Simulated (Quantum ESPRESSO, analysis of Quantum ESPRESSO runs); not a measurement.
# Reproducing a measured local vibrational mode: interstitial H+ in rutile SnO2 (Quantum ESPRESSO)

Subject: interstitial H+ in rutile SnO2. Wanted: its local vibrational mode, in one set-up (PBE, GBRV 1.5 PBE, 24-site cell, PBE lattice, k: the single point 1/4 1/4 1/4, with the key ecut). The model is a cell of 24 host atoms with 1 H put in. The frequencies come from force constants among the defect atom and its neighbours, with the masses of the isotopes named.

**The experiment.** O-H stretch, 1H: 3156.1 cm⁻¹ at 4.2 K, by polarized FTIR absorption (“Hydrogen impurities and shallow donors in SnO2 studied by infrared spectroscopy”, 2011, F. Bekisli et al.). O-D stretch, 2H: 2360.4 cm⁻¹ at 4.2 K, by polarized FTIR absorption (“Hydrogen impurities and shallow donors in SnO2 studied by infrared spectroscopy”, 2011, F. Bekisli et al.). The runs below try to reproduce this.

Main program and level: Quantum ESPRESSO 7.5; Quantum ESPRESSO plane-wave DFT, PBE, GBRV 1.5 PBE potentials; relaxation of all atoms of a defect supercell.

## 1. Starting point

The cell holds 25 atoms: 8 Sn, 16 O and 1 H. Its edges and angles: a = 6.816 Å, b = 6.816 Å, c = 6.474 Å, α = 90.0°, β = 90.0°, γ = 90.0°. It derives from SnO2 (space group P4_2/mnm). Nearest the centre at fractional (0.648, 0.307, 0.250): H25 at 0.02 Å, O8 at 1.00 Å, Sn2 at 2.30 Å, Sn14 at 2.32 Å, Sn4 at 2.33 Å, O6 at 2.35 Å, O18 at 2.37 Å, O11 at 2.51 Å. The cell carries charge +1.

The host's primitive cell comes from a first run (Quantum ESPRESSO plane-wave DFT, PBE, GBRV 1.5 PBE potentials; relaxation of cell and atoms of a defect-free cell): vectors of 4.820, 4.820 and 3.237 Å. That is 12.53 Å³ an atom, 5.1 % over the diffraction cell's volume. The supercell is built on it.

## 2. Relaxation, charge +1

Every later number rests on the structure around the defect, so the atoms are relaxed at the host's lattice first.

File pw.in:

```
&CONTROL
  calculation = 'relax'
  prefix = 'pwscf'
  outdir = './tmp'
  pseudo_dir = './pseudo'
  tprnfor = .true.
  disk_io = 'low'
  nstep = 70
  forc_conv_thr = 0.00039
  etot_conv_thr = 0.0001
/
&SYSTEM
  ibrav = 0
  nat = 25
  ntyp = 3
  ecutwfc = 45
  ecutrho = 360
  nbnd = 108
  occupations = 'smearing'
  smearing = 'fd'
  degauss = 0.00073499
  tot_charge = 1
  nosym = .true.
  ecut = 1
/
&ELECTRONS
  conv_thr = 3d-08
  electron_maxstep = 100
  mixing_beta = 0.5
/
&IONS
  ion_dynamics = 'bfgs'
/
ATOMIC_SPECIES
Sn   118.7100 sn_pbe_v1.4.uspp.F.UPF
O     15.9990 o_pbe_v1.2.uspp.F.UPF
H      1.0080 h_pbe_v1.4.uspp.F.UPF
CELL_PARAMETERS angstrom
   4.8198635166    4.8198635166    0.0000000000
  -4.8198635166    4.8198635166    0.0000000000
   0.0000000000    0.0000000000    6.4738263509
ATOMIC_POSITIONS crystal
Sn    -0.0003694100   -0.0012196949    0.0027827424
Sn     0.5018566956    0.4992750406    0.0022671124
Sn    -0.0009558381    0.5027604796    0.2497111112
Sn     0.5001436667   -0.0021023246    0.2521497670
O      0.3041217850   -0.0016860688    0.0002123243
O      0.8043656400    0.5019927472   -0.0001488909
O      0.0005650597    0.8036497415    0.2496978866
O      0.5010758988    0.3038135836    0.2504158592
O      0.1917757772    0.4976153796    0.0000003729
O      0.6912374152    0.0009932148   -0.0016877149
O     -0.0017428826    0.1957137134    0.2508196728
O      0.4973633941    0.6944387910    0.2509109113
Sn    -0.0007873275   -0.0023004130    0.4982707453
Sn     0.4996998126    0.5024860485    0.4983898470
Sn     0.0012673904    0.5010258726    0.7525684081
Sn     0.5006422605   -0.0017238228    0.7475932243
O      0.3091313348   -0.0013247722    0.5000877089
O      0.8092466112    0.5007856988    0.5007651201
O      0.0019700781    0.8051540328    0.7482141721
O      0.5019871915    0.3043699182    0.7497410688
O      0.1941995139    0.4971575398    0.4998526430
O      0.6921950345   -0.0022633680    0.4985790363
O      0.0006915336    0.1960539150    0.7513038852
O      0.5003071559    0.6961882885    0.7511577601
H      0.6503068466    0.3058797955    0.2513580308
K_POINTS crystal
1
0.25 0.25 0.25 1.0
```

The run is started by

```sh
> OMP_NUM_THREADS=1 mpirun -n 4 pw.x -in pw.in > pw.out
```

What it wrote:

```text
This program is part of the open-source Quantum ESPRESSO suite
     for quantum simulation of materials; please cite
         "P. Giannozzi et al., J. Phys.:Condens. Matter 21 395502 (2009);
         "P. Giannozzi et al., J. Phys.:Condens. Matter 29 465901 (2017);
         "P. Giannozzi et al., J. Chem. Phys. 152 154105 (2020);
          URL
     in publications or presentations arising from this work. More details at

 %%%%%%%%%%%%%%%%%%%%%%%%%%%%%%%%%%%%%%%%%%%%%%%%%%%%%%%%%%%%%%%%%%%%%%%%%%%%%%
     Error in routine  read_namelists (1):
      bad line in namelist &system: "  ecut = 1" (error could be in the previous line)
 %%%%%%%%%%%%%%%%%%%%%%%%%%%%%%%%%%%%%%%%%%%%%%%%%%%%%%%%%%%%%%%%%%%%%%%%%%%%%%

     stopping ...
```

Wall time 0.49 s (4 MPI ranks of Arm Neoverse V1, shared host); peak memory 0.07 GiB.

The input was rejected at the start.

The program's message: “Error in routine  read_namelists (1): bad line in namelist &system: "  ecut = 1" (error could be in the previous line)”

## 3. Outcome

The local vibrational mode was not obtained, because the step “relaxation, charge +1” was refused by the program; the cause lies in the set-up: ecut is no key of this program.

[Logs are printed without paths, hosts, clocks, repeated set-up lines and the standing remarks that a program may print on its own settings, such as how far it seeks lower states.]

[Hosts, paths, dates, database ids (printed as entryN), source tags and the programs' standing remarks are cut or masked in the printed files.]

[For some hosts the program warned that the k-mesh of the response run may be too coarse for force constants and the static dielectric constant; such warnings are not shown here.]
